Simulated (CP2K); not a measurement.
Consider aminoallene at its PBE geometry (Å).

```xyz
9

C     1.8927   -0.0452   -0.0065
C     0.5996   -0.2600   -0.0505
C    -0.6990   -0.4710   -0.1339
N    -1.7096    0.5178   -0.1267
H     2.4712    0.1967   -0.9043
H     2.4528   -0.0987    0.9327
H    -1.0679   -1.4863   -0.2992
H    -2.5498    0.2260    0.3697
H    -1.3900    1.4207    0.2186
```

Method: CP2K XAS_TDP, all-electron GAPW, PBEh(45%), aug-cc-pVDZ, TDA, GW2X-corrected core level, no relativity.

Q: Predict the bright core excitations at the N K edge.

Leading lines: N4 404.11 eV. The leading line of an atom is its first one with 35 % of the strongest within 2.5 eV of its lowest line over the strength cut. Core ionisation energies at this level: N4 406.10 eV.

The first six lines of each atom with a strength over 0.0015:

| atom | energy (eV) | states | strength, one atom | above the computed threshold |
| --- | --- | --- | --- | --- |
| N4 (bonded to C and 2 H) | 403.29 | 1 | 0.0063 |  |
|  | 404.11 | 1 | 0.0160 |  |
|  | 404.34 | 1 | 0.0224 |  |
|  | 404.58 | 1 | 0.0119 |  |
|  | 405.72 | 1 | 0.0032 |  |
|  | 405.88 | 1 | 0.0045 |  |

Lines are vertical, at one geometry, with no vibrational structure. GW2X ionisation energies and lines can be off by 1 to 2 eV either way, and a good line position may hide errors that cancel. These values hold no scalar relativity, about 0.2 eV for N 1s. Rydberg lines, and the discretised continuum above threshold, depend on the basis and the box.

[Banner, clock and machine lines of the logs are left out without a mark of their own.]

[Logs are printed without paths, hosts, clocks, repeated set-up lines and the standing remarks that a program may print on its own settings, such as how far it seeks lower states.]

[Hosts, paths, dates, database ids (printed as entryN), source tags and the programs' standing remarks are cut or masked in the printed files.]
